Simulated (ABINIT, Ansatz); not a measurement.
**KSbS3 (Pm-3m): zone-centre phonons**

Wanted: the vibrations of KSbS3 (Pm-3m) at Γ, by two programs.

Calculated with ABINIT 10.8.3; DFT PBEsol, scalar-relativistic, plane waves, PseudoDojo norm-conserving pseudopotentials.

The structure was built from a prototype and need not be the compound's stable phase.

**1. Set-up**

The structure is cubic, space group Pm-3m (No. 221). The conventional cell has a = 5.059 Å, b = 5.059 Å, c = 5.059 Å, α = 90.00°, β = 90.00°, γ = 90.00°. Nearest to K lie 12 S at 3.58 Å. Nearest to Sb lie 6 S at 2.53 Å. Nearest to S lie 2 Sb at 2.53 Å and 4 K at 3.58 Å. Farther neighbours and most contacts between anions are not listed.

**2. Relaxing the cell and atoms**

The harmonic expansion needs vanishing forces, and a free crystal bears no stress, so cell and atoms are brought to rest. Stress is more sensitive to the basis than forces are: the last 3 Ha under the cutoff are smoothed with ecutsm, and the cutoff is raised above that of the later runs.

The starting cell comes from a relaxation made beforehand in Ansatz (PBEsol, PseudoDojo NC).

Contents of relax.abi:

```
# relaxation
ionmov 2
optcell 2
dilatmx 1.08
ntime 40
tolmxf 1.0d-05
tolvrs 1.0d-14
prtwf 0
prtden 0
chksymtnons 0

# basis, mesh and filling
ecut 44.0
ecutsm 3.0
ngkpt 6 6 6
nshiftk 1
shiftk 0.0 0.0 0.0
istwfk *1
occopt 3
tsmear 0.01
nband 30
nstep 100
diemac 1000000.0
prtebands 0
prtgsr 0
useylm 1

# cell and atoms
acell 9.559961055 9.559961055 9.559961055
rprim 
    1.0 0.0 0.0
    0.0 1.0 0.0
    0.0 0.0 1.0
ntypat 3
znucl 19 51 16
natom 5
typat 1 2 3 3 3
xred 
    0.0 0.0 0.0
    0.5 0.5 0.5
    0.5 0.5 0.0
    0.5 0.0 0.5
    0.0 0.5 0.5
pp_dirpath "./pseudo"
pseudos "K.upf, Sb.upf, S.upf"
```

Run with:

```console
> OMP_NUM_THREADS=1 mpirun -n 4 abinit relax.abi > relax.log
```

Numbers of over 12 decimals in the logs are rounded to 6 here.

relax.abo, the main output file:

```text
[banners, grids, parts of the stress and lines that vanish by symmetry left out]
- input  file    -> relax.abi
- output file    -> relax.abo
- root for input  files -> relaxi
[...]
Symmetries : space group Pm -3 m (#221); Bravais cP (primitive cubic)
[...]
mpw =       15419          nfft =      262144          nkpt =          20
[...]
== DATASET  1 ==================================================================
[...]
cutoff_energies: {ecut:  44.0, pawecutdg:  -1.0, }
[...]
ETOT  1  -153.18071229532    -1.532E+02 5.750E-01 1.006E+03
 ETOT  2  -153.86734963350    -6.866E-01 7.851E-03 2.599E+02
 ETOT  3  -153.89373079686    -2.638E-02 4.940E-03 4.296E+00
 ETOT  4  -153.89401045686    -2.797E-04 5.001E-03 1.639E-01
 ETOT  5  -153.89403043449    -1.998E-05 2.134E-03 2.916E-02
[...]
At SCF step   16       vres2   =  2.32E-16 < tolvrs=  1.00E-14 =>converged.
[...]
sigma(1 1)= -2.78949059E-05  sigma(3 2)=  0.00000000E+00
  sigma(2 2)= -2.78949059E-05  sigma(3 1)=  0.00000000E+00
  sigma(3 3)= -2.78949059E-05  sigma(2 1)=  0.00000000E+00
[...]
convergence: {deltae: -1.168E-11, res2:  2.321E-16, residm:  4.940E-04, diffor: null, }
etotal    :  -1.53894032E+02
[...]
ETOT  1  -153.89374226164    -1.539E+02 2.657E-04 6.221E+00
[...]
At SCF step   14       vres2   =  3.79E-16 < tolvrs=  1.00E-14 =>converged.
[...]
sigma(1 1)= -2.39658313E-05  sigma(3 2)=  0.00000000E+00
  sigma(2 2)= -2.39658313E-05  sigma(3 1)=  0.00000000E+00
  sigma(3 3)= -2.39658313E-05  sigma(2 1)=  0.00000000E+00
[...]
convergence: {deltae:  2.720E-11, res2:  3.794E-16, residm:  2.075E-05, diffor: null, }
etotal    :  -1.53894088E+02
[...]
ETOT  1  -153.88073882354    -1.539E+02 1.375E-04 2.410E+02
[...]
At SCF step   15       vres2   =  3.77E-15 < tolvrs=  1.00E-14 =>converged.
[...]
sigma(1 1)= -6.74025251E-07  sigma(3 2)=  0.00000000E+00
  sigma(2 2)= -6.74025251E-07  sigma(3 1)=  0.00000000E+00
  sigma(3 3)= -6.74025251E-07  sigma(2 1)=  0.00000000E+00
[...]
convergence: {deltae:  7.219E-12, res2:  3.775E-15, residm:  3.759E-05, diffor: null, }
etotal    :  -1.53894255E+02
[...]
ETOT  1  -153.89424353899    -1.539E+02 2.732E-05 2.060E-01
[...]
ETOT 11  -153.89425512364     1.933E-12 4.004E-06 9.400E-14
 ETOT 12  -153.89425512364     8.640E-12 6.389E-06 4.382E-15
 At SCF step   12       vres2   =  4.38E-15 < tolvrs=  1.00E-14 =>converged.
[...]
sigma(1 1)= -1.72681077E-08  sigma(3 2)=  0.00000000E+00
  sigma(2 2)= -1.72681077E-08  sigma(3 1)=  0.00000000E+00
  sigma(3 3)= -1.72681077E-08  sigma(2 1)=  0.00000000E+00
[...]
convergence: {deltae:  8.640E-12, res2:  4.382E-15, residm:  6.389E-06, diffor: null, }
etotal    :  -1.53894255E+02
[...]
At Broyd/MD step   4, gradients are converged :
[...]
sigma(1 1)= -1.72681077E-08  sigma(3 2)=  0.00000000E+00
  sigma(2 2)= -1.72681077E-08  sigma(3 1)=  0.00000000E+00
  sigma(3 3)= -1.72681077E-08  sigma(2 1)=  0.00000000E+00
[...]
- sigma(1 1)= -5.08045270E-04  sigma(3 2)=  0.00000000E+00
- sigma(2 2)= -5.08045270E-04  sigma(3 1)=  0.00000000E+00
- sigma(3 3)= -5.08045270E-04  sigma(2 1)=  0.00000000E+00
[...]
fcart     -0.0000000000E+00 -0.0000000000E+00 -0.0000000000E+00
           strten     -1.7268107730E-08 -1.7268107731E-08 -1.7268107730E-08
================================================================================

[key lines of the parts left out:]
pressure_GPa:   5.0805E-04
Total energy (etotal) [Ha]= -1.53894255123636E+02
```

Elapsed: 6.7 min, on 4 MPI ranks of Arm Neoverse V2, shared host.

Relaxation path:

| step | energy less that of the first step (eV) | largest force (eV/Å) | volume (Å³) |
| --- | --- | --- | --- |
| 1 | 0.0000 | 0.0000 | 129.47 |
| 2 | -0.0015 | 0.0000 | 129.80 |
| 3 | -0.0061 | 0.0000 | 131.83 |
| 4 | -0.0061 | 0.0000 | 131.89 |

```csv
"conventional cell, symmetrised",before,after,change
a (Å),5.059,5.090,+0.6 %
b (Å),5.059,5.090,+0.6 %
c (Å),5.059,5.090,+0.6 %
volume (Å³/atom),25.89,26.38,+1.9 %
```

Read from the output:

```
volume per atom   : 26.38 Å³
pressure          : 5.08e-4 GPa
gap on the k-mesh : 0 eV
```

The volume changes by +1.9 % from the cell with which this run began.

**3. Ground state**

First-order wavefunctions inherit every error of the ground state, hence the very tight tolvrs. Occupations are smeared.

Contents of gs.abi:

```
# ground state
tolvrs 1.0d-16
prtden 1
prtwf 1

# basis, mesh and filling
ecut 36.0
ngkpt 6 6 6
nshiftk 1
shiftk 0.0 0.0 0.0
istwfk *1
occopt 3
tsmear 0.01
nband 30
nstep 100
diemac 1000000.0
prtebands 0
prtgsr 0
useylm 1

# cell and atoms
acell 9.619104508 9.619104508 9.619104508
rprim 
    1.0 0.0 0.0
    0.0 1.0 0.0
    0.0 0.0 1.0
ntypat 3
znucl 19 51 16
natom 5
typat 1 2 3 3 3
xred 
    0.0 0.0 0.0
    0.5 0.5 0.5
    0.5 0.5 0.0
    0.5 0.0 0.5
    0.0 0.5 0.5
pp_dirpath "./pseudo"
pseudos "K.upf, Sb.upf, S.upf"
```

Run with:

```console
> OMP_NUM_THREADS=1 mpirun -n 4 abinit gs.abi > gs.log
```

gs.abo, the main output file:

```text
[banners, grids, parts of the stress and lines that vanish by symmetry left out]
- input  file    -> gs.abi
- output file    -> gs.abo
- root for input  files -> gsi
[...]
Symmetries : space group Pm -3 m (#221); Bravais cP (primitive cubic)
[...]
mpw =        9220          nfft =      157464          nkpt =          20
[...]
== DATASET  1 ==================================================================
[...]
cutoff_energies: {ecut:  36.0, pawecutdg:  -1.0, }
[...]
ETOT  1  -153.23083884814    -1.532E+02 5.238E-01 6.031E+02
 ETOT  2  -153.86632754898    -6.355E-01 1.114E-02 1.593E+02
 ETOT  3  -153.89332373839    -2.700E-02 4.458E-03 2.379E+00
 ETOT  4  -153.89357685567    -2.531E-04 2.747E-03 1.137E-01
 ETOT  5  -153.89359898529    -2.213E-05 1.455E-03 1.553E-02
[...]
ETOT 16  -153.89359997910     4.377E-12 1.581E-04 1.348E-16
 ETOT 17  -153.89359997910     4.121E-12 1.125E-04 2.940E-17
 At SCF step   17       vres2   =  2.94E-17 < tolvrs=  1.00E-16 =>converged.
[...]
sigma(1 1)=  1.16389141E-05  sigma(3 2)=  0.00000000E+00
  sigma(2 2)=  1.16389141E-05  sigma(3 1)=  0.00000000E+00
  sigma(3 3)=  1.16389141E-05  sigma(2 1)=  0.00000000E+00
[...]
convergence: {deltae:  4.121E-12, res2:  2.940E-17, residm:  1.125E-04, diffor: null, }
etotal    :  -1.53893600E+02
[...]
sigma(1 1)=  1.16389141E-05  sigma(3 2)=  0.00000000E+00
  sigma(2 2)=  1.16389141E-05  sigma(3 1)=  0.00000000E+00
  sigma(3 3)=  1.16389141E-05  sigma(2 1)=  0.00000000E+00
[...]
- sigma(1 1)=  3.42428676E-01  sigma(3 2)=  0.00000000E+00
- sigma(2 2)=  3.42428676E-01  sigma(3 1)=  0.00000000E+00
- sigma(3 3)=  3.42428676E-01  sigma(2 1)=  0.00000000E+00
[...]
fcart     -0.0000000000E+00 -0.0000000000E+00 -0.0000000000E+00
           strten      1.1638914130E-05  1.1638914130E-05  1.1638914130E-05
================================================================================

[key lines of the parts left out:]
pressure_GPa:  -3.4243E-01
```

It took 82 s on 4 MPI ranks.

This step gave:

```
pressure : -0.3424 GPa
```

The cell stands at -0.34 GPa: the relaxation ran with a smoothed and higher cutoff, and the difference is a stress of the finite basis.

(Continued in part 2 of 5.)

[Host names and launcher messages were left out of these logs when they were recorded.]

[Logs are printed without paths, hosts, clocks, repeated set-up lines and the standing remarks that a program may print on its own settings, such as how far it seeks lower states.]

[Hosts, paths, dates, database ids (printed as entryN), source tags and the programs' standing remarks are cut or masked in the printed files.]
